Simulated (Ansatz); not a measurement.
# SiC (P6_3mc):Sb_C, thermodynamic levels from a 108-atom cell

Aim: at which Fermi levels does Sb_C in SiC (P6_3mc) change its charge? The model is a cell of 108 host atoms with 1 C taken out and 1 Sb put in.

Main program and level: Ansatz 0.2.0; place-levels on r2SCAN runs: charge-transition levels and formation energies with image-charge correction and potential alignment at the atomic sites; PAW set soft_1.

**What experiment says.**

“Charge spill-out and work function of few-layer graphene on SiC(0001)” (2018, arxiv:1806.04908) quotes from earlier work for SiC, 6H (bulk crystal, literature): band gap (indirect gap, experimental literature value) 3.03 eV [Literature value cited in passing in the theory part; temperature and measurement method …].

Most raw output is cut from this account.

## Step 1: The structure

The cell holds 108 atoms: 54 Si, 53 C and 1 Sb. Its edges and angles: a = 9.236 Å, b = 9.236 Å, c = 15.108 Å, α = 90.0°, β = 90.0°, γ = 120.0°. It derives from SiC (space group P6_3mc). Nearest the centre at fractional (0.556, 0.444, 0.542): Sb59 at 0.00 Å, Si89 at 1.89 Å, Si53 at 1.89 Å, Si101 at 1.89 Å, Si51 at 1.89 Å, C23 at 3.08 Å, C47 at 3.08 Å, C11 at 3.08 Å.

Screening for the image-charge correction: ε∞ = (7.09, 7.09, 7.35), ε0 = (10.43, 10.43, 10.95), computed on the host (DFPT, PBEsol, on the r2SCAN cell), and a cell off the functional's own equilibrium shifts the ionic part.

The cell's shortest repeat is 9.2 Å.

## Step 2: What was run first

Levels follow from differences of total energies between charge states, each relaxed by itself.

Each atom starts 0.05 Å or so off its site in a random direction: a symmetric start keeps its symmetry, and would miss off-centre moves and Jahn–Teller distortions. Forces are taken at one point at (¼, ¼, ¼). The cell holds 1 electron more than the neutral one, with a uniform background that keeps it neutral on the whole.

The sampling was tested on the host first: at the k-points planned (1x1x1 shifted 0.25 0.25 0.25) its energy lies -0.041 eV an atom from the dense-mesh value, a large miss, so this sampling is coarse for the host.

One state's input; the others differ in charge, spin, start and seed, and in occupations where the table says so.

qm1.relax/input.yaml reads:

```yaml
crystal:
  lattice:
    - [9.23599493, 0.0, 0.0]
    - [-4.61799746, 7.99860624, 0.0]
    - [0.0, 0.0, 15.1078644]
  atoms:
    - { symbol: Si, position: [0.11111111, 0.22222222, 0.8329854] }
    - { symbol: Si, position: [0.22222222, 0.11111111, 0.3329854] }
[... 8 atom lines left out ...]
    - { symbol: C, position: [0.22222222, 0.11111111, 0.54152848] }
[... 11 atom lines left out ...]
    - { symbol: C, position: [0.22222222, 0.44444444, 0.54152848] }
[... 5 atom lines left out ...]
    - { symbol: Si, position: [0.0, 0.66666667, 0.49972248] }
[... 11 atom lines left out ...]
    - { symbol: Si, position: [0.33333333, 0.0, 0.49972248] }
[... 3 atom lines left out ...]
    - { symbol: C, position: [0.44444444, 0.22222222, 0.70799668] }
[... 1 atom line left out ...]
    - { symbol: C, position: [0.55555556, 0.11111111, 0.54152848] }
[... 2 atom lines left out ...]
    - { symbol: Si, position: [0.55555556, 0.44444444, 0.3329854] }
    - { symbol: Si, position: [0.55555556, 0.44444444, 0.66650102] }
[... 1 atom line left out ...]
    - { symbol: Si, position: [0.33333333, 0.33333333, 0.49972248] }
[... 2 atom lines left out ...]
    - { symbol: C, position: [0.33333333, 0.33333333, 0.37436694] }
    - { symbol: C, position: [0.44444444, 0.55555556, 0.70799668] }
[... 1 atom line left out ...]
    - { symbol: Sb, position: [0.55555556, 0.44444444, 0.54152848] }
[... 11 atom lines left out ...]
    - { symbol: C, position: [0.55555556, 0.77777778, 0.54152848] }
[... 17 atom lines left out ...]
    - { symbol: Si, position: [0.66666667, 0.33333333, 0.49972248] }
[... 2 atom lines left out ...]
    - { symbol: C, position: [0.66666667, 0.33333333, 0.37436694] }
    - { symbol: C, position: [0.77777778, 0.55555556, 0.70799668] }
[... 1 atom line left out ...]
    - { symbol: C, position: [0.88888889, 0.44444444, 0.54152848] }
[... 5 atom lines left out ...]
    - { symbol: Si, position: [0.66666667, 0.66666667, 0.49972248] }
[... 2 atom lines left out ...]
    - { symbol: C, position: [0.66666667, 0.66666667, 0.37436694] }
[... 2 atom lines left out ...]
    - { symbol: C, position: [0.88888889, 0.77777778, 0.54152848] }
    - { symbol: C, position: [0.77777778, 0.88888889, 0.04152848] }
  host:
    repeats: [3, 3, 1]
    atoms:
      - { symbol: Si, position: [0.33333333, 0.66666667, 0.8329854] }
      - { symbol: Si, position: [0.66666667, 0.33333333, 0.3329854] }
      # ... 10 more atoms of the perfect host
total_charge: -1
basis:
  ecutwfc: 500
  xc_grid: 2
hamiltonian:
  xc: r2scan
  pseudopotentials: { kind: paw, azcp: { folder: soft_1 } }
kpoints:
  mp_grid: { grid: [1, 1, 1], shift: [0.25, 0.25, 0.25] }
scf:
  occupations: { method: fixed }
  max_iter: 80
output:
  forces: true
  charged_corrections:
    epsilon: [7.09, 7.09, 7.35]
    static_epsilon: [10.43, 10.43, 10.95]
    defect_position: [0.555556, 0.444444, 0.541528]
relax:
  f_tol: 0.02
  max_steps: 80
  random_displacement: { amplitude: 0.05, seed: 6821 }
checkpoint:
  write: "../qm1.relax.run"
  compress: false
  write_wavefunctions: true
  write_every: 100000
```

The run is started by

```bash
$ ansatz run input.yaml --threads 4 --pin off --max-ram 15073MiB --backend cpu --events-out ev --progress --plain --runs-dir out
```

The relaxed structure is kept and the sampling changed to a 2×2×2 shifted mesh.

The run of this state that the levels use, under r2SCAN:

qm1.point/input.yaml reads:

```yaml
crystal:
  checkpoint: "../qm1.relax.run"
  host: checkpoint
total_charge: -1
basis:
  ecutwfc: 500
  xc_grid: 2
hamiltonian:
  xc: r2scan
  pseudopotentials: { kind: paw, azcp: { folder: soft_1 } }
kpoints:
  mp_grid: { grid: [2, 2, 2], shift: [0.5, 0.5, 0.5] }
scf:
  occupations: { method: fermi_dirac, width: 0.01 }
  max_iter: 80
output:
  forces: true
  eigenvalues: true
  charged_corrections:
    epsilon: [7.09, 7.09, 7.35]
    static_epsilon: [10.43, 10.43, 10.95]
    defect_position: [0.555556, 0.444444, 0.541528]
  eigenstates: { localisation: true }
  populations: true
  band_densities: [{ bands: [v1, v1] }, { bands: [c1, c1] }]
  write_density: true
  write_potential: true
  volumetric_format: npy
  elf: true
checkpoint:
  read: "../qm1.relax.run"
  write: "../qm1.point.run"
  compress: false
  write_wavefunctions: false
  write_every: 100000
```

Relaxations under r2SCAN at one point at (¼, ¼, ¼); times on 4 threads of Arm Neoverse V1, shared host:

| charge | moment (μB) | occupations | outcome | steps | largest displacement against the far atoms (Å) | time |
| --- | --- | --- | --- | --- | --- | --- |
| −1 | 0 | fixed | converged | 8 | 0.51 | 4.2 min |
| 0 | 1 | fixed | converged | 10 | 0.48 | 12 min |
| +1 | 0 | fixed | converged | 7 | 0.46 | 3.6 min |
| −1 | 2 | fixed | converged | 10 | 0.47 | 12 min |

Single points under r2SCAN at a 2×2×2 shifted mesh; times on 4 threads of Arm Neoverse V1, shared host:

| charge | moment (μB) | occupations | outcome | time |
| --- | --- | --- | --- | --- |
| −1 | 0 | fermi-dirac | converged | 3.9 min |
| 0 | 1 | fermi-dirac | converged | 8.2 min |
| +1 | 0 | fermi-dirac | converged | 3.5 min |
| −1 | 2 | fermi-dirac | converged | 8.3 min |

Distances (Å) from Sb59 to the nearest atoms after relaxation with r2SCAN:

| charge | moment (μB) | 1. | 2. | 3. | 4. | 5. | 6. |
| --- | --- | --- | --- | --- | --- | --- | --- |
| −1 | 0 | Si 2.31 | Si 2.32 | Si 2.32 | Si 2.33 | C 3.10 | C 3.11 |
| −1 | 2 | Si 2.30 | Si 2.31 | Si 2.31 | Si 2.31 | C 3.12 | C 3.12 |
| 0 | 1 | Si 2.30 | Si 2.31 | Si 2.31 | Si 2.32 | C 3.11 | C 3.12 |
| +1 | 0 | Si 2.29 | Si 2.29 | Si 2.29 | Si 2.30 | C 3.13 | C 3.13 |

## Step 3: Placing the levels, r2SCAN

A charged cell interacts with its images and the background, and its potential has another zero than the host's. place-levels removes the first by a point-charge model, screened by the static dielectric constant since the ions have relaxed around the charge, and the second by comparing potentials at atoms far from the defect.

The host is a run of the defect-free crystal in the same cutoffs, grids and k-points, so that basis and sampling errors cancel in part in the differences. The host is run in a cell of 12 atoms on a matching mesh. Its band edges are searched through the zone by a band path, so the gap is smaller than, or equal to, that on the mesh. Chemical potentials are energies per atom of C (diamond) and Sb (A7 rhombohedral), run with the same functional and cutoff. Carbon is taken as diamond, which semilocal functionals can put about 0.1 eV an atom over graphite.

levels.point.yaml reads:

```yaml
host:
  run: host.point.run
states: [qm1.point.run, q0_M1.point.run, qp1.point.run, qm1_M2.point.run]
geometry_from:
  qm1.point.run: qm1.relax.run
  q0_M1.point.run: q0_M1.relax.run
  qp1.point.run: qp1.relax.run
  qm1_M2.point.run: qm1_M2.relax.run
  host.point.run: host.relax.run
chemical_potentials:
  C:
    energy: -251.553391
    dataset: "<sha256 of the dataset>"
  Sb:
    energy: -6499.197686
    dataset: <sha256 of the dataset>
epsilon: [7.09, 7.09, 7.35]
static_epsilon: [10.43, 10.43, 10.95]
vertical:
  - { from: qm1.point.run, to: qm1.point_neutral.run }
  - { from: qp1.point.run, to: qp1.point_neutral.run }
  - { from: qm1_M2.point.run, to: qm1_M2.point_neutral.run }
```

The run is started by

```bash
$ ansatz place-levels levels.point.yaml -- --threads 4 --pin off --max-ram 15073MiB
```

Elapsed: 0.62 s, on 4 threads of Arm Neoverse V1, shared host.

Levels between the charges placed, in eV above the valence top:

|  | gap (eV) | (+1/0) | (0/−1) |
| --- | --- | --- | --- |
| r2SCAN | 2.37 | 2.31 | 2.49 |

Corrections by state:

| charge | moment (μB) | image terms and alignment (eV) | band filling (eV) | ε used | over the lowest of its charge, as the program ranks them, band filling apart (eV) |
| --- | --- | --- | --- | --- | --- |
| +1 | 0.0 | 0.419 | - | principal values (10.43, 10.43, 10.95) | 0.000 |
| 0 | 1.0 | 0.000 | - | - | 0.000 |
| −1 | 0.0 | -0.169 | -0.167 | principal values (10.43, 10.43, 10.95) | 0.000 |
| −1 | 2.0 | -0.214 | - | principal values (10.43, 10.43, 10.95) | 0.086 |

The charged structures listed were also run neutral, and place-levels reads from each pair, by the potential or the spins, how wide the charge is by which they differ; that can be the carrier of either run.

| charge | rms radius (Å) | spread where it is widest against the cell (Å) | wide from (Å) | reading |
| --- | --- | --- | --- | --- |
| +1 | 4.9 | 2.82 | 1.39 | wide |
| −1 | 5.3 | 2.99 | 1.39 | wide |

The neutral runs of these pairs need not share the spin of the lowest neutral state, and very wide values only mean spread over the cell.

From the program's caveats on the states, each cut to its opening words:

- charge +1: it parts from the run at its places by a charge that spreads by about 2.8 Å along one vector (1.4 Å or more is wide), by its potential at epsilon [7.09, 7.09, [...]
- charge 0 (1 μB): its sublattices stand up to 0.0453 Å off the host's, which by the two runs' forces adds about +0.02 eV to its energy against the host's, and moves the band [...]
- charge 0 (1 μB), −1 (2 μB): flagged: stability check not made
- charge −1: it parts from the run at its places by a charge that spreads by about 3 Å along one vector (1.4 Å or more is wide), by its potential at epsilon [7.09, 7.09, [...]
- charge −1: a band-filling correction moves a carrier to the host's band edge, which changes its energy by -0.167 eV
- charge −1: its alignment with the host at atomic sites is doubtful: the mean over the far sites moves by -0.0672 eV from their farther parts to their nearer, more than [...]
- charge −1: the host's ions (past the first shell or, of a walk that freed a part, those that it held) aren't shown at rest: they stand up to 0.108 Å off their sites, 3.86 [...]
- charge −1: its sublattices stand up to 0.0436 Å off the host's, which by the two runs' forces adds about +0.03 eV to its energy against the host's, and moves the band [...]
- charge −1 (2 μB): it parts from the run at its places by a charge that spreads by about 3.8 Å along one vector (1.4 Å or more is wide), by its potential at epsilon [7.09, 7.09, [...]
- charge −1 (2 μB): its alignment with the host at atomic sites is doubtful: the mean over the far sites moves by -0.1414 eV from their farther parts to their nearer, more than [...]
- charge −1 (2 μB): its sublattices stand up to 0.0506 Å off the host's, which by the two runs' forces adds about +0.02 eV to its energy against the host's, and moves the band [...]
- charge −1 (2 μB): its moments are held at its close (magnetization.spin_locking), by a field of 0.117 eV a Bohr magneton, and its energy and levels are of the state that this [...]

Chemical potentials of the elements' reference phases, run alike. Formation energy by charge state (elemental references; gap 2.37 eV):

| charge | at valence top (eV) | at conduction bottom (eV) | correction included (eV) |
| --- | --- | --- | --- |
| +1 | 6.53 | 8.90 | 0.42 |
| 0 | 8.84 | 8.84 | 0.00 |
| −1 | 11.33 | 8.96 | -0.34 |

Fermi level (eV), lowest formation energy (eV) and a bar from the least value:
```
     0.00       6.53 
     0.22       6.75 ###
     0.43       6.96 ######
     0.65       7.18 ########
     0.86       7.39 ###########
     1.08       7.61 ##############
     1.29       7.82 #################
     1.51       8.04 ####################
     1.72       8.25 ######################
     1.94       8.47 #########################
     2.15       8.68 ############################
     2.37       8.84 ##############################
```

## Step 4: The same at the relaxations' own k-points

The relaxations' own energies give the levels at their sampling, for comparison.

levels.relax_mesh.yaml reads:

```yaml
host:
  run: host.relax.run
states: [qm1.relax.run, q0_M1.relax.run, qp1.relax.run, qm1_M2.relax.run]
chemical_potentials:
  C:
    energy: -251.553391
    dataset: "<sha256 of the dataset>"
  Sb:
    energy: -6499.197686
    dataset: <sha256 of the dataset>
```

The run is started by

```bash
$ ansatz place-levels levels.relax_mesh.yaml -- --threads 4 --pin off --max-ram 15073MiB
```

It took 0.19 s on 4 threads.

Levels between neighbouring charges, in eV above the valence top:

|  | gap (eV) | (+1/0) | (0/−1) |
| --- | --- | --- | --- |
| one point at (¼, ¼, ¼) | 2.38 | 2.32 | 2.48 |
| a 2×2×2 shifted mesh | 2.37 | 2.31 | 2.49 |

Going from one point at (¼, ¼, ¼) to a 2×2×2 shifted mesh moves the levels that carry no band-filling term by up to 0.02 eV and formation energies against the elements by up to 0.15 eV; band-filling terms, which differ between samplings, are in these energies.

## Step 5: Outcome

```yaml
gap_of_the_host: 2.37 eV (r2SCAN)
level_plus_1_over_0: 2.31 eV above the valence top
level_0_minus_1: 2.49 eV above the valence top, past the conduction bottom (2.66 eV above the valence top without the band-filling term)
lowest_of_the_charges_placed_just_above_the_valence_top_0p02_ev: +1
lowest_of_the_charges_placed_just_below_the_conduction_bottom_0p02_ev: 0
lowest_formation_energy_at_mid_gap_of_the_charges_run_elemental_references: 7.71 eV
```

Of the charges placed (−1, 0 and +1), the lowest changes at 2.31 eV (+1/0) above the valence top, in a gap of 2.37 eV. (+1/0) lies nearer to a band edge than the share of the finite-size correction in it (0.42 eV), and that correction holds for a localised charge alone. (+1/0) lies 0.06 eV from a band edge, less than the doubt on such levels. Charges above +1 were not placed, so these runs say nothing of levels that involve them. States placed: +1 at 0 μB; 0 at 1 μB; −1 at 0 μB and 2 μB. Other spin states or structures, where not listed, weren't placed. The program finds carriers beyond a band edge of the host and adds a band-filling term at charge −1 (-0.17 eV); steps to such a charge show no bound level, and a defect level inside a band would be read the same way. Sb is taken at its element; compounds, which aren't counted here, bound the chemical potentials and would shift these formation energies. Going from one point at (¼, ¼, ¼) to a 2×2×2 shifted mesh moves the levels that carry no band-filling term by up to 0.02 eV and formation energies against the elements by up to 0.15 eV; band-filling terms, which differ between samplings, are in these energies. The program doubts the alignment of potentials for at least one state, a sign that the cell is small. Keep in mind: r2SCAN makes the gap too small and tends to spread out bound carriers; spin–orbit coupling, which can matter with heavy atoms, is left out; force components of up to 0.35 eV/Å remain in a run at the final settings.

Calculation against experiment:

| quantity | measured | r2SCAN |
| --- | --- | --- |
| band gap (least gap of the host) (eV) | 3.03 | 2.37 (-0.66 eV) |

Measured values from arxiv:1806.04908 (2018).

Verdict: The band gap is off by -0.66 eV: a clear miss. Local and semilocal functionals usually give gaps below the measured ones. Zero-point and thermal motion shift the measured gap.

[Logs are printed without paths, hosts, clocks, repeated set-up lines and the standing remarks that a program may print on its own settings, such as how far it seeks lower states.]

[Hosts, paths, dates, database ids (printed as entryN), source tags and the programs' standing remarks are cut or masked in the printed files.]

[Where a table of states has a column of steps, it counts the stored structures, which are thinned; the runs took as many ionic steps or more.]

[A defect's name tells the site on which it was built; relaxed atoms can leave that site.]

[For some hosts the program warned that the k-mesh of the response run may be too coarse for force constants and the static dielectric constant; such warnings are not shown here.]
